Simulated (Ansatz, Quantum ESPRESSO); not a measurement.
# Ballistic transmission: Al(111) with two intrinsic faults two layers apart (four hcp-stacked layers), part 3 of 4

Wanted: the transmission near the Fermi level and the conductance of this junction: Al(111) with two intrinsic faults two layers apart (four hcp-stacked layers).

Quantum ESPRESSO 7.5; plane-wave DFT, PBE, GBRV ultrasoft pseudopotentials; cross-check by Ansatz 0.2.0 with PAW datasets.

So far. Step 2 (SCF with pw.x): The run needed 29 iterations to bring the estimated error under 1e-07 Ry; the largest force on any atom, held or free, is 0.03 eV/Å. Step 3 (Transmission with pwcond.x): At no point does T exceed the number of channels.

## Step 4: The open system, with nz1 = 3

Level of this step: transmission by pwcond, lead and junction from one cell; plane-wave DFT, PBE, GBRV ultrasoft pseudopotentials (Quantum ESPRESSO).

How much does a setting matter? One run is repeated with a change.

The input, cond.w.in:

```
&inputcond
  outdir = './out'
  prefixt = 'scf'
  tran_file = 'cond.w.dat'
  bdl = 2.4494897419
  bds = 17.9629247820
  ikind = 1
  ewind = 4.0
  epsproj = 1e-05
  nz1 = 3
  energy0 = 0.4
  denergy = -0.4
/
14
  0.00000000 0.00000000 0.01000000
  0.00000000 0.10000000 0.06000000
  0.00000000 0.20000000 0.06000000
  0.00000000 0.30000000 0.06000000
  0.00000000 0.40000000 0.06000000
  0.00000000 0.50000000 0.03000000
  0.10000000 0.20000000 0.06000000
  0.10000000 0.30000000 0.12000000
  0.10000000 0.40000000 0.12000000
  0.10000000 0.50000000 0.12000000
  0.20000000 0.40000000 0.06000000
  0.20000000 0.50000000 0.12000000
  0.20000000 0.60000000 0.06000000
  0.30000000 0.60000000 0.06000000
3
```

Launch:

```
> OMP_NUM_THREADS=1 mpirun -n 2 pwcond.x -in cond.w.in > cond.w.out
```

The program printed:

```text
[banner, memory and clock lines left out]
Program PWCOND v.7.5 starts
[citation notice left out]

[...]
./out/scf.save/

     IMPORTANT: XC functional enforced from input :
     Exchange-correlation= PBE
                           (   1   4   3   4   0   0   0)
     Any further DFT definition will be discarded
     Please, verify this is what you really want

     Reading collected, re-writing distributed wavefunctions

===== INPUT FILE containing all the regions =====

     GEOMETRY:

     lattice parameter (alat)  =       5.3984  a.u.
     the volume                =    2447.3912 (a.u.)^3
     the cross section         =      25.2384 (a.u.)^2
     l of the unit cell        =      17.9629 (alat)
     number of atoms/cell      =           22
     number of atomic types    =            1

     crystal axes: (cart. coord. in units of alat)
               a(1) = (  1.0000  0.0000  0.0000 )
               a(2) = (  0.5000  0.8660  0.0000 )
               a(3) = (  0.0000  0.0000 17.9629 )

   Cartesian axes

     site n.     atom                  positions (alat units)
          1        Al     tau(  1)=(  0.0000  0.0000 17.9629  )
          2        Al     tau(  2)=(  0.5000  0.2887  0.8165  )
          3        Al     tau(  3)=(  1.0000  0.5774  1.6330  )
          4        Al     tau(  4)=(  0.0000  0.0000  2.4495  )
          5        Al     tau(  5)=(  0.5000  0.2887  3.2660  )
          6        Al     tau(  6)=(  1.0000  0.5774  4.0825  )
          7        Al     tau(  7)=(  0.0000  0.0000  4.8990  )
          8        Al     tau(  8)=(  0.5000  0.2887  5.7155  )
          9        Al     tau(  9)=(  1.0000  0.5774  6.5320  )
         10        Al     tau( 10)=(  0.5000  0.2887  7.3485  )
         11        Al     tau( 11)=(  1.0000  0.5774  8.1650  )
         12        Al     tau( 12)=(  0.5000  0.2887  8.9815  )
         13        Al     tau( 13)=(  1.0000  0.5774  9.7980  )
         14        Al     tau( 14)=(  0.0000  0.0000 10.6145  )
         15        Al     tau( 15)=(  0.5000  0.2887 11.4310  )
         16        Al     tau( 16)=(  1.0000  0.5774 12.2474  )
         17        Al     tau( 17)=(  0.0000  0.0000 13.0639  )
         18        Al     tau( 18)=(  0.5000  0.2887 13.8804  )
         19        Al     tau( 19)=(  1.0000  0.5774 14.6969  )
         20        Al     tau( 20)=(  0.0000  0.0000 15.5134  )
         21        Al     tau( 21)=(  0.5000  0.2887 16.3299  )
         22        Al     tau( 22)=(  1.0000  0.5774 17.1464  )

     nr1s                      =           24
     nr2s                      =           24
     nr3s                      =          400
     nr1sx                     =           24
     nr2sx                     =           24
     nr3sx                     =          400
     nr1                       =           25
     nr2                       =           25
     nr3                       =          450
     nr1x                      =           25
     nr2x                      =           25
     nr3x                      =          450

 _______________________________
  Radii of nonlocal spheres:

     type       ibeta     ang. mom.          radius (alat units)
       Al         1         0                    0.3554
       Al         2         1                    0.3554
       Al         3         2                    0.3554
----- General information -----

--- T calc. with identical leads (ikind=1) ---

     nrx                       =           24
     nry                       =           24
     nz1                       =            3

     energy0               =         4.0E-01
     denergy               =        -4.0E-01
     nenergy               =          3
     ecut2d                =         4.0E+01
     ewind                 =         4.0E+00
     epsproj               =         1.0E-05

     number of k_|| points=   14
                       cryst. coord.
        k(    1) = (   0.0000000   0.0000000), wk =   0.0100000
        k(    2) = (   0.0000000   0.1000000), wk =   0.0600000
[...]
k(   14) = (   0.3000000   0.6000000), wk =   0.0600000
----- Information about left/right lead -----

     nocros                   =            9
     noins                    =           18
     norb                     =           36
     norbf                    =          180
     nrz                      =           55

      iorb      type   ibeta   ang. mom.   m       position (alat)
        1        1       1        0        1   taunew(   1)=(  0.0000  0.0000  0.0000)
        2        1       2        1        1   taunew(   2)=(  0.0000  0.0000  0.0000)
[...]
36        1       3        2        5   taunew(  36)=(  0.0000  0.0000  2.4495)
    k slab    z(k)  z(k+1)     crossing(iorb=1,norb)
    1   0.0000 0.0445 0.0445   111111111000000000000000000000000000
    2   0.0445 0.0891 0.0445   111111111000000000000000000000000000
[...]
55   2.4050 2.4495 0.0445   000000000000000000000000000111111111
----- Information about scattering region -----

     noins                    =          162
     norb                     =          180
     norbf                    =          180
     nrz                      =          345

      iorb      type   ibeta   ang. mom.   m       position (alat)
        1        1       1        0        1   taunew(   1)=(  0.0000  0.0000  0.0000)
        2        1       2        1        1   taunew(   2)=(  0.0000  0.0000  0.0000)
[...]
180        1       3        2        5   taunew( 180)=(  0.0000  0.0000 15.5134)
 ngper, shell number =           85          11
 ngper, n2d =           85          62
---  E-Ef =    0.4000000  k =    0.0000000   0.0000000
---  ie =          1  ik =          1
 Nchannels of the left tip =            1
 Right moving states:
   k1(2pi/a)   k2(2pi/a)   E-Ef (eV)
   0.0068894   0.0000002   0.4000000
 Left moving states:
   k1(2pi/a)   k2(2pi/a)   E-Ef (eV)
  -0.0068891   0.0000002   0.4000000

 to transmit
 Band j to band i transmissions and reflections:
    j         i     |T_ij|^2    |R_ij|^2

    1 -->     1     1.00000     0.00000
   Total T_j, R_j =    1.00000  0.00000

E-Ef(ev), T(x2 spins) =    0.4000000   1.9999932
---  E-Ef =    0.0000000  k =    0.0000000   0.0000000
---  ie =          2  ik =          1
 Nchannels of the left tip =            1
 Right moving states:
   k1(2pi/a)   k2(2pi/a)   E-Ef (eV)
  -0.0289459   0.0000002   0.0000000
 Left moving states:
   k1(2pi/a)   k2(2pi/a)   E-Ef (eV)
   0.0289462   0.0000002   0.0000000

 to transmit
 Band j to band i transmissions and reflections:
    j         i     |T_ij|^2    |R_ij|^2

    1 -->     1     1.00000     0.00000
   Total T_j, R_j =    1.00000  0.00000

E-Ef(ev), T(x2 spins) =    0.0000000   1.9999999
---  E-Ef =   -0.4000000  k =    0.0000000   0.0000000
---  ie =          3  ik =          1
 Nchannels of the left tip =            1
 Right moving states:
   k1(2pi/a)   k2(2pi/a)   E-Ef (eV)
  -0.0653363   0.0000002  -0.4000000
 Left moving states:
   k1(2pi/a)   k2(2pi/a)   E-Ef (eV)
   0.0653366   0.0000002  -0.4000000

 to transmit
 Band j to band i transmissions and reflections:
    j         i     |T_ij|^2    |R_ij|^2

    1 -->     1     1.00000     0.00000
   Total T_j, R_j =    1.00000  0.00000

E-Ef(ev), T(x2 spins) =   -0.4000000   1.9999997
 ngper, shell number =           85          47
 ngper, n2d =           85          63
[... further energies and points left out ...]
---  E-Ef =    0.4000000  k =    0.3000000   0.6000000
---  ie =          1  ik =         14
 Nchannels of the left tip =            2
 Right moving states:
   k1(2pi/a)   k2(2pi/a)   E-Ef (eV)
  -0.0296633   0.0000002   0.4000000
   0.3093948   0.0000001   0.4000000
 Left moving states:
   k1(2pi/a)   k2(2pi/a)   E-Ef (eV)
   0.0296647   0.0000002   0.4000000
  -0.3093961   0.0000001   0.4000000

 to transmit
 Band j to band i transmissions and reflections:
    j         i     |T_ij|^2    |R_ij|^2

    1 -->     1     0.80794     0.07125
    1 -->     2     0.01351     0.10730
   Total T_j, R_j =    0.82146  0.17854

    2 -->     1     0.01290     0.10730
    2 -->     2     0.87729     0.00251
   Total T_j, R_j =    0.89018  0.10982

E-Ef(ev), T(x2 spins) =    0.4000000   3.4232790
---  E-Ef =    0.0000000  k =    0.3000000   0.6000000
---  ie =          2  ik =         14
 Nchannels of the left tip =            0
 Right moving states:
   k1(2pi/a)   k2(2pi/a)   E-Ef (eV)
 Left moving states:
   k1(2pi/a)   k2(2pi/a)   E-Ef (eV)

 to transmit
          E-Ef(ev), T =    0.0000000   0.0000000
---  E-Ef =   -0.4000000  k =    0.3000000   0.6000000
---  ie =          3  ik =         14
 Nchannels of the left tip =            0
 Right moving states:
   k1(2pi/a)   k2(2pi/a)   E-Ef (eV)
 Left moving states:
   k1(2pi/a)   k2(2pi/a)   E-Ef (eV)

 to transmit
          E-Ef(ev), T =   -0.4000000   0.0000000
   T_tot     0.40000      0.25445E+01
   T_tot     0.00000      0.24238E+01
   T_tot    -0.40000      0.24995E+01

[...]
```

The job ended after 65 s (2 MPI ranks of Arm Neoverse V2, shared host; peak memory 0.15 GiB).

The changed values were drawn from a wide range, not chosen for quality; the comparison shows what they did here together.

Beside the run it was changed from:

| quantity | this run | unchanged run | difference |
| --- | --- | --- | --- |
| transmission at the Fermi level, one spin | 1.212 | 1.212 | -3.9e-4 |
| lead channels at the Fermi level, one spin | 1.51 | 1.51 | 0 |
| wall time (s) | 65 | 72 |  |

Over all energies T moves by up to 0.0015, at 0.4 eV.

The physical values in this table stay within 0.05 %.

## Step 5: Transmission with pwcond.x, with ikind = 2

Another try, with an input changed as a hurried user might.

The input, cond.bad.in:

```
&inputcond
  outdir = './out'
  prefixt = 'scf'
  tran_file = 'cond.bad.dat'
  bdl = 2.4494897419
  bds = 17.9629247820
  ikind = 2
  ewind = 4.0
  epsproj = 1e-05
  nz1 = 7
  energy0 = 0.4
  denergy = -0.4
/
14
  0.00000000 0.00000000 0.01000000
  0.00000000 0.10000000 0.06000000
  0.00000000 0.20000000 0.06000000
  0.00000000 0.30000000 0.06000000
  0.00000000 0.40000000 0.06000000
  0.00000000 0.50000000 0.03000000
  0.10000000 0.20000000 0.06000000
  0.10000000 0.30000000 0.12000000
  0.10000000 0.40000000 0.12000000
  0.10000000 0.50000000 0.12000000
  0.20000000 0.40000000 0.06000000
  0.20000000 0.50000000 0.12000000
  0.20000000 0.60000000 0.06000000
  0.30000000 0.60000000 0.06000000
3
```

Launch:

```
> OMP_NUM_THREADS=1 mpirun -n 2 pwcond.x -in cond.bad.in > cond.bad.out
```

The program printed:

```text
[banner, memory and clock lines left out]
Program PWCOND v.7.5 starts

          URL

     ./out/scf.save/

     IMPORTANT: XC functional enforced from input :
     Exchange-correlation= PBE
                           (   1   4   3   4   0   0   0)
     Any further DFT definition will be discarded
     Please, verify this is what you really want

     Reading collected, re-writing distributed wavefunctions

===== INPUT FILE containing all the regions =====

     GEOMETRY:

     lattice parameter (alat)  =       5.3984  a.u.
     the volume                =    2447.3912 (a.u.)^3
     the cross section         =      25.2384 (a.u.)^2
     l of the unit cell        =      17.9629 (alat)
     number of atoms/cell      =           22
     number of atomic types    =            1

     crystal axes: (cart. coord. in units of alat)
               a(1) = (  1.0000  0.0000  0.0000 )
               a(2) = (  0.5000  0.8660  0.0000 )
               a(3) = (  0.0000  0.0000 17.9629 )

   Cartesian axes

     site n.     atom                  positions (alat units)
          1        Al     tau(  1)=(  0.0000  0.0000 17.9629  )
          2        Al     tau(  2)=(  0.5000  0.2887  0.8165  )
          3        Al     tau(  3)=(  1.0000  0.5774  1.6330  )
          4        Al     tau(  4)=(  0.0000  0.0000  2.4495  )
          5        Al     tau(  5)=(  0.5000  0.2887  3.2660  )
          6        Al     tau(  6)=(  1.0000  0.5774  4.0825  )
          7        Al     tau(  7)=(  0.0000  0.0000  4.8990  )
          8        Al     tau(  8)=(  0.5000  0.2887  5.7155  )
          9        Al     tau(  9)=(  1.0000  0.5774  6.5320  )
         10        Al     tau( 10)=(  0.5000  0.2887  7.3485  )
         11        Al     tau( 11)=(  1.0000  0.5774  8.1650  )
         12        Al     tau( 12)=(  0.5000  0.2887  8.9815  )
         13        Al     tau( 13)=(  1.0000  0.5774  9.7980  )
         14        Al     tau( 14)=(  0.0000  0.0000 10.6145  )
         15        Al     tau( 15)=(  0.5000  0.2887 11.4310  )
         16        Al     tau( 16)=(  1.0000  0.5774 12.2474  )
         17        Al     tau( 17)=(  0.0000  0.0000 13.0639  )
         18        Al     tau( 18)=(  0.5000  0.2887 13.8804  )
         19        Al     tau( 19)=(  1.0000  0.5774 14.6969  )
         20        Al     tau( 20)=(  0.0000  0.0000 15.5134  )
         21        Al     tau( 21)=(  0.5000  0.2887 16.3299  )
         22        Al     tau( 22)=(  1.0000  0.5774 17.1464  )

     nr1s                      =           24
     nr2s                      =           24
     nr3s                      =          400
     nr1sx                     =           24
     nr2sx                     =           24
     nr3sx                     =          400
     nr1                       =           25
     nr2                       =           25
     nr3                       =          450
     nr1x                      =           25
     nr2x                      =           25
     nr3x                      =          450

 _______________________________
  Radii of nonlocal spheres:

     type       ibeta     ang. mom.          radius (alat units)
       Al         1         0                    0.3554
       Al         2         1                    0.3554
       Al         3         2                    0.3554

 %%%%%%%%%%%%%%%%%%%%%%%%%%%%%%%%%%%%%%%%%%%%%%%%%%%%%%%%%%%%%%%%%%%%%%%%%%%%%%
     Error in routine init_orbitals (1):
     Too big atomic spheres
 %%%%%%%%%%%%%%%%%%%%%%%%%%%%%%%%%%%%%%%%%%%%%%%%%%%%%%%%%%%%%%%%%%%%%%%%%%%%%%

     stopping ...
[the rest left out]
```

The job ended after 0.88 s (2 MPI ranks; peak memory 0.11 GiB).

The program refused the input before any cycle.

The program's message: “Error in routine init_orbitals (1): Too big atomic spheres”

The change that led to it: inputcond.ikind = 2.

The message: “init_orbitals (1): Too big atomic spheres”. ikind = 2 asks for a second, right-hand lead, for which no boundary (bdr) or run was given; ikind = 1 fits one lead on both sides.

[end of part 3 of 4]

[Logs are printed without paths, hosts, clocks, repeated set-up lines and the standing remarks that a program may print on its own settings, such as how far it seeks lower states.]

[Hosts, paths, dates, database ids (printed as entryN), source tags and the programs' standing remarks are cut or masked in the printed files.]

[Maps of the electrostatic potential energy from Ansatz leave out the sawtooth potential of an applied field or a dipole correction, so their vacuum need not be flat; planar profiles and work functions include it.]
